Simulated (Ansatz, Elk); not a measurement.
## Dielectric function and optical constants of InF (model structure)

Aim: the dielectric function of InF (model structure), and the optical constants that follow from it. The cell was made here by substitution or stacking, whether or not such a phase is known. It was built so: All Cl replaced by F and Tl replaced by In in the Pm-3m structure of TlCl. The cell is first relaxed with Ansatz.

Calculated with Elk 11.2.3 (patched build); DFT, PBE, all-electron APW+lo, Dirac cores, scalar-relativistic bands, independent-particle optical response without local fields.

**1. The structure**

Symmetry: Pm-3m, No. 221, cubic system. The conventional cell has a = 3.163 Å, b = 3.163 Å, c = 3.163 Å, α = 90.00°, β = 90.00°, γ = 90.00°. In has 8 F at 2.74 Å nearest. F has 8 In at 2.74 Å nearest. All Cl replaced by F and Tl replaced by In in the Pm-3m structure of TlCl. Farther neighbours and most contacts between anions are not listed.

**2. Relaxation**

The structure was built or cut out here, so it is relaxed before any spectrum is computed.

This step: DFT, PBE, plane-wave PAW, default files, scalar-relativistic, relaxation (Ansatz 0.2.0).

The input, input.yaml:

```yaml
crystal:
  lattice:
    - [3.16343806, 0.0, 0.0]
    - [0.0, 3.16343806, 0.0]
    - [0.0, 0.0, 3.16343806]
  atoms:
    - { symbol: In, position: [0.0, 0.0, 0.0] }
    - { symbol: F, position: [0.5, 0.5, 0.5] }
kpoints:
  mp_grid: { grid: [7, 7, 7] }
scf:
  occupations: { method: fermi_dirac, width: 0.05 }
hamiltonian:
  xc: pbe
output:
  forces: true
  stress: true
relax:
  f_tol: 0.02
  max_steps: 50
  cell: {}
```

Started as:

```bash
> ansatz run input.yaml --threads 4 --pin off --max-ram 8192MiB --backend cpu --events-out ev --progress --plain --runs-dir out
```

Numbers of over 12 decimals in the logs are rounded to 6 here.

What it wrote:

```text
Engine: ansatz 0.2.0, aarch64-unknown-linux-gnu
Pseudopotentials: kind: paw
Pseudopotential: In, paw, valence charge 13, recommended cutoff 420 eV (normal), In.paw.azcp
Pseudopotential: F, paw, valence charge 7, recommended cutoff 420 eV (normal), F.paw.azcp
Functional definition: PBE
  parameter kappa = 0.804
  parameter beta = 0.066725
  exchange = pbe_x(kappa = kappa, mu = beta*pi^2/3)
  correlation = pbe_c(beta = beta)
Crystal: 2 atoms, lattice volume = 31.658 Å³
Basis set: ecut = 420 eV, 619 PW (Γ), exchange–correlation on 48×48×48 points (8 copies of the dense FFT grid, shifted against one another)
Bands: 14, of which v1, the nominal top of the filled ones, is band 10 counted from 1 (9 counted from 0)
Symmetry: 48 space group operations
Space group: Pm-3m (ITA 221), of the structure as read, at distance tolerance 3.2e-5 Å
k-points: 20 of 343
Non-local potential: In, projectors of the file, l = 0: 2, l = 1: 2, l = 2: 2, l = 3: 2
Non-local potential: F, projectors of the file, l = 0: 2, l = 1: 2, l = 2: 1
PAW form: soft (Blöchl's): semilocal exchange-correlation on the pseudo side does not see the compensation charge
PAW one-centre angular grid: In, 590 points (default); XC on 64 Gauss nodes
PAW one-centre angular grid: F, 110 points (default); XC on 64 Gauss nodes
Initial density: superposition of atomic densities (neutral atoms: chi_scale 0, normalization atom), corrected by the library's trained network
Initial wavefunctions: pseudopotential atomic-orbital guess
Functional: x = pbe(κ = 0.804, μ = 0.219515), c = pbe(β = 0.066725)
SCF iter   1: F=—  HF=-6406.164736 eV  |F-HF|=—  |Δ(HF+E_count)|=         —  Δρ=1.15e-3  dr2=3.51e-4  ethr=1.77e-3  ⟨swp⟩=5.8  Hψ=1500  notcnv=0
preconditioner: auto → none  [insulator: Δε(μ)=0.359 eV  Ē_g=18.169 eV  σ=0.050 eV  W_gap=0.95  n_scr=6 (ndim 8)  ℏωp=29.5 eV  f_vac=0.000  D(μ)=0.04/eV (n_scr^D=0)  ε∞_Penn≈3.6]
SCF iter   2: F=—  HF=-6406.164327 eV  |F-HF|=—  |Δ(HF+E_count)|=   4.10e-4  Δρ=7.63e-4  dr2=7.79e-5  ethr=1.76e-6  ⟨swp⟩=2.1  Hψ=582  notcnv=0
SCF iter   3: F=—  HF=-6406.164382 eV  |F-HF|=—  |Δ(HF+E_count)|=   5.51e-5  Δρ=2.87e-4  dr2=1.38e-5  ethr=3.90e-7  ⟨swp⟩=2.5  Hψ=421  notcnv=0
SCF iter   4: F=—  HF=-6406.164404 eV  |F-HF|=—  |Δ(HF+E_count)|=   2.27e-5  Δρ=3.02e-5  dr2=1.64e-7  ethr=6.91e-8  ⟨swp⟩=2.0  Hψ=367  notcnv=0
iter 5 did not close the SCF: its close was put off for the readings that it lacked (scf_convergence_deferred on its scf_iter line)
SCF iter   5: F=-6406.164404 eV  HF=-6406.164404 eV  |F-HF|=6.58e-10  |Δ(HF+E_count)|=   3.63e-8  Δρ=4.74e-6  dr2=3.53e-9  ethr=8.18e-10  ⟨swp⟩=2.0  Hψ=400  notcnv=0
SCF iter   6: F=-6406.164404 eV  HF=-6406.164404 eV  |F-HF|=5.73e-11  |Δ(HF+E_count)|=   1.89e-9  Δρ=5.43e-7  dr2=6.39e-11  ethr=1.77e-11  ⟨swp⟩=1.8  Hψ=888  notcnv=0
SCF 1 converged in 6 iterations: F = -6406.164404 eV  dr2 = 6.39e-11
  greatest PAW one-centre occupation: 0.985 electrons in one spin orbital (limit 2), on the In atom at site 0 (counted from 0), in its partial waves of l = 2
relax step   1: F+E_penalty+E_count = -6406.16440444 eV  Δ(F+E_penalty+E_count) = +0.000e0 eV  max|allowed force component| = 1.952e-29 eV/Å  Δτ_max = 0.0000 Å  P = +11.492 GPa  Ω = 31.658 Å³  (6 SCF iters, dr2 threshold 1.00e-7 eV, accepted)
Crystal: 2 atoms, lattice volume = 36.517 Å³
Basis set: ecut = 420 eV, 739 PW (Γ), exchange–correlation on 48×48×48 points (8 copies of the dense FFT grid, shifted against one another)
Initial density: handed on by an earlier stage of this run
Initial wavefunctions: those handed on with the density
iter 1 solved again at ethr=8.27e-4 eV; its pass at ethr=3.10e-3 eV (dr2=1.65e-1 eV) is discarded
SCF iter   1: F=—  HF=-6406.368648 eV  |F-HF|=—  |Δ(HF+E_count)|=         —  Δρ=1.79e-2  dr2=1.65e-1  ethr=8.27e-4  ⟨swp⟩=1.0  Hψ=2097  notcnv=0
preconditioner: auto → none  [insulator: Δε(μ)=0.592 eV  Ē_g=17.355 eV  σ=0.050 eV  W_gap=0.99  n_scr=6 (ndim 8)  ℏωp=27.5 eV  f_vac=0.000  D(μ)=0.00/eV (n_scr^D=0)  ε∞_Penn≈3.5]
SCF iter   2: F=—  HF=-6406.324505 eV  |F-HF|=—  |Δ(HF+E_count)|=   4.41e-2  Δρ=5.38e-3  dr2=1.56e-2  ethr=8.25e-4  ⟨swp⟩=2.3  Hψ=410  notcnv=0
SCF iter   3: F=—  HF=-6406.318501 eV  |F-HF|=—  |Δ(HF+E_count)|=   6.00e-3  Δρ=9.00e-4  dr2=4.19e-4  ethr=7.82e-5  ⟨swp⟩=1.9  Hψ=456  notcnv=0
SCF iter   4: F=—  HF=-6406.318343 eV  |F-HF|=—  |Δ(HF+E_count)|=   1.58e-4  Δρ=2.09e-4  dr2=1.16e-5  ethr=2.09e-6  ⟨swp⟩=2.8  Hψ=447  notcnv=0
SCF iter   5: F=—  HF=-6406.318285 eV  |F-HF|=—  |Δ(HF+E_count)|=   5.78e-5  Δρ=4.58e-5  dr2=4.88e-7  ethr=5.78e-8  ⟨swp⟩=2.0  Hψ=436  notcnv=0
SCF iter   6: F=-6406.318286 eV  HF=-6406.318286 eV  |F-HF|=1.70e-8  |Δ(HF+E_count)|=   6.20e-7  Δρ=1.18e-5  dr2=2.04e-8  ethr=1.00e-9  ⟨swp⟩=4.6  Hψ=887  notcnv=0
SCF 2 converged in 6 iterations: F = -6406.318286 eV  dr2 = 2.04e-8
  greatest PAW one-centre occupation: 0.984 electrons in one spin orbital (limit 2), on the In atom at site 0 (counted from 0), in its partial waves of l = 2
relax step   2: F+E_penalty+E_count = -6406.31828589 eV  Δ(F+E_penalty+E_count) = -1.539e-1 eV  max|allowed force component| = 1.065e-29 eV/Å  Δτ_max = 0.0000 Å  P = +0.588 GPa  Ω = 36.517 Å³  energy of the carried Pulay correction = -1.262e-2 eV  (6 SCF iters, dr2 threshold 2.00e-7 eV, accepted)
Crystal: 2 atoms, lattice volume = 36.822 Å³
iter 1 solved again at ethr=3.18e-6 eV; its pass at ethr=3.10e-3 eV (dr2=6.37e-4 eV) is discarded
SCF iter   1: F=—  HF=-6406.318411 eV  |F-HF|=—  |Δ(HF+E_count)|=         —  Δρ=1.09e-3  dr2=5.88e-4  ethr=3.18e-6  ⟨swp⟩=2.0  Hψ=1819  notcnv=0
preconditioner: auto → none  [insulator: Δε(μ)=0.745 eV  Ē_g=17.262 eV  σ=0.050 eV  W_gap=1.00  n_scr=6 (ndim 8)  ℏωp=27.4 eV  f_vac=0.000  D(μ)=0.00/eV (n_scr^D=0)  ε∞_Penn≈3.5]
SCF iter   2: F=—  HF=-6406.318263 eV  |F-HF|=—  |Δ(HF+E_count)|=   1.48e-4  Δρ=3.29e-4  dr2=5.90e-5  ethr=2.94e-6  ⟨swp⟩=1.6  Hψ=302  notcnv=0
SCF iter   3: F=—  HF=-6406.318195 eV  |F-HF|=—  |Δ(HF+E_count)|=   6.77e-5  Δρ=5.51e-5  dr2=1.18e-6  ethr=2.95e-7  ⟨swp⟩=1.7  Hψ=302  notcnv=0
iter 4 did not close the SCF: its close was put off for the readings that it lacked (scf_convergence_deferred on its scf_iter line)
SCF iter   4: F=-6406.318195 eV  HF=-6406.318195 eV  |F-HF|=1.11e-8  |Δ(HF+E_count)|=   3.64e-7  Δρ=9.09e-6  dr2=2.30e-8  ethr=5.89e-9  ⟨swp⟩=2.6  Hψ=443  notcnv=0
iter 5 did not close the SCF: its close was put off for the readings that it lacked (scf_convergence_deferred on its scf_iter line)
SCF iter   5: F=-6406.318195 eV  HF=-6406.318195 eV  |F-HF|=1.34e-9  |Δ(HF+E_count)|=   1.59e-9  Δρ=2.37e-6  dr2=1.00e-9  ethr=1.15e-10  ⟨swp⟩=2.0  Hψ=433  notcnv=0
SCF iter   6: F=-6406.318195 eV  HF=-6406.318195 eV  |F-HF|=4.55e-12  |Δ(HF+E_count)|=   1.52e-9  Δρ=1.45e-7  dr2=8.27e-12  ethr=5.01e-12  ⟨swp⟩=1.0  Hψ=728  notcnv=0
SCF 3 converged in 6 iterations: F = -6406.318195 eV  dr2 = 8.27e-12
relax step   3: F+E_penalty+E_count = -6406.31819509 eV  Δ(F+E_penalty+E_count) = +9.080e-5 eV  max|allowed force component| = 4.717e-30 eV/Å  Δτ_max = 0.0000 Å  P = +0.088 GPa  Ω = 36.822 Å³  energy of the carried Pulay correction = -1.335e-2 eV  (6 SCF iters, dr2 threshold 2.00e-7 eV, accepted)
[...]
relax step   4: F+E_penalty+E_count = -6406.31808119 eV  Δ(F+E_penalty+E_count) = +1.139e-4 eV  max|allowed force component| = 3.418e-30 eV/Å  Δτ_max = 0.0000 Å  P = +0.001 GPa  Ω = 36.876 Å³  energy of the carried Pulay correction = -1.348e-2 eV  (6 SCF iters, dr2 threshold 1.92e-8 eV, accepted)
[...]
relax step   5: F+E_penalty+E_count = -6406.35135766 eV  Δ(F+E_penalty+E_count) = -3.328e-2 eV  max|allowed force component| = 2.958e-29 eV/Å  Δτ_max = 0.0000 Å  P = +1.390 GPa  Ω = 36.876 Å³  stress off target by 1.39e0 GPa  SCF on the basis re-selected at this cell (its energy is not comparable with the rows above)  (6 SCF iters)
[...]
relax step   6: F+E_penalty+E_count = -6406.35377429 eV  Δ(F+E_penalty+E_count) = -2.417e-3 eV  max|allowed force component| = 3.040e-31 eV/Å  Δτ_max = 0.0000 Å  P = +0.367 GPa  Ω = 37.743 Å³  energy of the carried Pulay correction = -2.279e-3 eV  (6 SCF iters, dr2 threshold 2.00e-7 eV, accepted)
[...]
relax step   7: F+E_penalty+E_count = -6406.35303728 eV  Δ(F+E_penalty+E_count) = +7.370e-4 eV  max|allowed force component| = 1.594e-30 eV/Å  Δτ_max = 0.0000 Å  P = -0.034 GPa  Ω = 38.116 Å³  energy of the carried Pulay correction = -3.399e-3 eV  (6 SCF iters, dr2 threshold 2.00e-7 eV, accepted)
iter 1 solved again at ethr=2.43e-7 eV; its pass at ethr=3.10e-3 eV (dr2=4.86e-5 eV) is discarded
SCF iter   1: F=—  HF=-6406.356561 eV  |F-HF|=—  |Δ(HF+E_count)|=         —  Δρ=3.13e-4  dr2=5.73e-6  ethr=2.43e-7  ⟨swp⟩=2.6  Hψ=2202  notcnv=0
preconditioner: auto → none  [insulator: Δε(μ)=0.871 eV  Ē_g=17.071 eV  σ=0.050 eV  W_gap=1.00  n_scr=6 (ndim 8)  ℏωp=26.9 eV  f_vac=0.000  D(μ)=0.00/eV (n_scr^D=0)  ε∞_Penn≈3.5]
SCF iter   2: F=—  HF=-6406.356538 eV  |F-HF|=—  |Δ(HF+E_count)|=   2.32e-5  Δρ=1.27e-4  dr2=7.40e-7  ethr=2.87e-8  ⟨swp⟩=2.0  Hψ=475  notcnv=0
SCF iter   3: F=—  HF=-6406.356546 eV  |F-HF|=—  |Δ(HF+E_count)|=   8.62e-6  Δρ=2.53e-5  dr2=3.06e-8  ethr=3.70e-9  ⟨swp⟩=2.0  Hψ=475  notcnv=0
SCF iter   4: F=—  HF=-6406.356547 eV  |F-HF|=—  |Δ(HF+E_count)|=   2.35e-7  Δρ=1.99e-6  dr2=8.21e-10  ethr=1.53e-10  ⟨swp⟩=2.0  Hψ=479  notcnv=0
SCF iter   5: F=—  HF=-6406.356547 eV  |F-HF|=—  |Δ(HF+E_count)|=  5.82e-11  Δρ=5.08e-7  dr2=4.55e-11  ethr=4.10e-12  ⟨swp⟩=2.0  Hψ=429  notcnv=0
SCF iter   6: F=-6406.356547 eV  HF=-6406.356547 eV  |F-HF|=1.82e-12  |Δ(HF+E_count)|=  6.18e-11  Δρ=6.84e-8  dr2=7.26e-13  ethr=1.00e-12  ⟨swp⟩=5.8  Hψ=1060  notcnv=0
SCF 8 converged in 6 iterations: F = -6406.356547 eV  dr2 = 7.26e-13
relax step   8: F+E_penalty+E_count = -6406.35654667 eV  Δ(F+E_penalty+E_count) = -3.509e-3 eV  max|allowed force component| = 1.989e-30 eV/Å  Δτ_max = 0.0000 Å  P = -0.007 GPa  Ω = 38.116 Å³  stress off target by 6.57e-3 GPa  SCF on the basis re-selected at this cell (its energy is not comparable with the rows above)  (6 SCF iters)
basis re-selected at this cell: Δ(F+E_penalty+E_count) = -3.509e-3 eV, ΔP = +0.028 GPa vs the last step (what re-selecting the basis moved, of the pressure what is left beyond the Pulay correction that the steps carried, after the strain that the cell walked since its last selection, with what the two solves' SCF thresholds leave and, on support functions, any second-order correction that the steps lacked; it is no m [...]
SCF converged after 6 iterations
Free energy (F): -6406.356547 eV
Harris-Foulkes:  -6406.356547 eV  (|F-HF|=1.82e-12)
Internal energy: -6406.356540 eV  (E = F + TS)
E sigma→0 (E₀):  -6406.356543 eV
Entropy (-TS):   -0.000006 eV (-0.003 meV/atom)
Fermi energy:    7.307433 eV
--- Per-component energies (eV) ---
  E_band       = -70.921309
  E_kinetic    = 443.925906
  E_local      = -1625.144618  (includes V_loc(G=0)·N_el)
  E_nonlocal   = 439.290901
  E_hartree    = 616.249289
  E_xc         = -296.053009
  E_vxc        = -202.119705  (∫ρ·V_xc dr)
  E_paw        = -4349.117573  (= ΣΔE_a)
  E_vpaw       = -359.374447  (= ΣTr[D̂ρ^β])
  E_aug_tail   = 0.002070  (compensation charges beyond the density's cutoff)
  E_ewald      = -1635.509507
  E_smearing   = -0.000006  (= −TS)
  E_closure    = -0.000000  (closes the sum)
  Σ components = -6406.356547   (vs F -6406.356547, Δ=0.00e0)
--- Forces (eV/Å), atoms counted from 1 ---
  atom   1  In     0.00000000     0.00000000     0.00000000
  atom   2  F      0.00000000     0.00000000     0.00000000
  max |Σ_I F_I| component: 4.44e-30 eV/Å
--- Stress (GPa, compression-positive) ---
       -0.006573       0.000000      -0.000000
        0.000000      -0.006573      -0.000000
       -0.000000      -0.000000      -0.006573
  P = ⅓ Tr σ = -0.0066 GPa (-0.066 kbar)
--- Relaxed structure (6 steps of the walk, 6 accepted, 2 SCFs on fresh bases) ---
  F+E_penalty+E_count = -6406.35654667 eV   max|allowed force component| = 1.989e-30 eV/Å   (the final SCF, on the basis selected at the relaxed cell)
  cell:  # Å, volume = 38.1162 Å³
    - [3.365400, 0, 0]
    - [0, 3.365400, 0.0]
    - [0, 0.0, 3.365400]
  atoms:
    - { symbol: In, position: [0, 0, 0] }
    - { symbol: F, position: [0.5, 0.5, 0.5] }
```

The job ended after 1.7 s (4 threads of Arm Neoverse V2, shared host; peak memory 0.3 GiB; 5.1 s of CPU time).

Step by step:

| step | energy less that of the first step (eV) | largest force component (eV/Å) | pressure (GPa) | volume (Å³) |
| --- | --- | --- | --- | --- |
| 1 | 0.0000 | 0.0000 | 11.49 | 31.66 |
| 2 | -0.1539 | 0.0000 | 0.59 | 36.52 |
| 3 | -0.1538 | 0.0000 | 0.09 | 36.82 |
| 4 | -0.1537 | 0.0000 | 0.00 | 36.88 |
| 5* | -0.1870 | 0.0000 | 1.39 | 36.88 |
| 6 | -0.1894 | 0.0000 | 0.37 | 37.74 |
| 7 | -0.1886 | 0.0000 | -0.03 | 38.12 |
| 8* | -0.1921 | 0.0000 | -0.01 | 38.12 |

Relaxation steps marked * repeat the geometry before them on a plane-wave basis chosen anew for their cell, so energy and pressure can jump there.

The run keeps the 48 symmetry operations that it works with, so distortions that break them were not tested.

| conventional cell, symmetrised | before | after | change |
| --- | --- | --- | --- |
| a (Å) | 3.163 | 3.365 | +6.4 % |
| b (Å) | 3.163 | 3.365 | +6.4 % |
| c (Å) | 3.163 | 3.365 | +6.4 % |
| volume (Å³/atom) | 15.83 | 19.06 | +20.4 % |

Final coordinates:

```cif
data_structure
_symmetry_space_group_name_H-M 'P 1'
_symmetry_Int_Tables_number 1
_cell_length_a 3.3654
_cell_length_b 3.3654
_cell_length_c 3.3654
_cell_angle_alpha 90.000
_cell_angle_beta 90.000
_cell_angle_gamma 90.000
_cell_volume 38.12
loop_
_atom_site_label
_atom_site_type_symbol
_atom_site_fract_x
_atom_site_fract_y
_atom_site_fract_z
_atom_site_occupancy
In1 In 0.00000 0.00000 0.00000 1
F2 F 0.50000 0.50000 0.50000 1
```

The relaxation ends with a pressure of -0.01 GPa.

[end of part 1 of 2]

[Machine, clock and banner lines and Python warnings are left out of the logs.]

[Logs are printed without paths, hosts, clocks, repeated set-up lines and the standing remarks that a program may print on its own settings, such as how far it seeks lower states.]

[Hosts, paths, dates, database ids (printed as entryN), source tags and the programs' standing remarks are cut or masked in the printed files.]
